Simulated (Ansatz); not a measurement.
# Direct or indirect: CaCu2S2 (P-3m1)

Space group P-3m1 (No. 164). a = 3.940 Å, b = 3.940 Å, c = 6.523 Å, α = 90.00°, β = 90.00°, γ = 120.00°
| atom | site | symmetry | x | y | z |
| --- | --- | --- | --- | --- | --- |
| Cu | 2d | 3m. | 0.6667 | 0.3333 | 0.6235 |
| Ca | 1a | -3m. | 0.0000 | 0.0000 | 0.0000 |
| S | 2d | 3m. | 0.6667 | 0.3333 | 0.2537 |

Method: Ansatz, PBE, independent particles, without spin-orbit coupling, line width 0.1 eV (Gaussian). The band structure gives a fundamental gap of 1.08 eV. The spectrum of vertical transitions near the edge:

```tsv
E (eV)	Im ε, E ∥ xy	Im ε, E ∥ z
0.60	0.00	0.00
0.72	0.00	0.00
0.84	0.00	0.00
0.96	0.02	0.00
1.08	0.24	0.02
1.20	0.60	0.27
1.32	0.80	0.84
1.44	0.91	1.19
1.56	1.00	1.37
1.68	1.10	1.51
1.80	1.22	1.58
1.92	1.37	1.65
2.04	1.56	1.70
2.16	1.84	1.73
2.28	2.32	1.78
2.40	3.17	1.88
```

(1) Is the gap direct or indirect, and about where do vertical transitions set in?

Answers

(1) Direct: the band path has its least direct gap at the fundamental one, 1.08 eV, and the curves rise from there. Lines are broadened by 0.1 eV, which spreads the edge.

[Logs are printed without paths, hosts, clocks, repeated set-up lines and the standing remarks that a program may print on its own settings, such as how far it seeks lower states.]
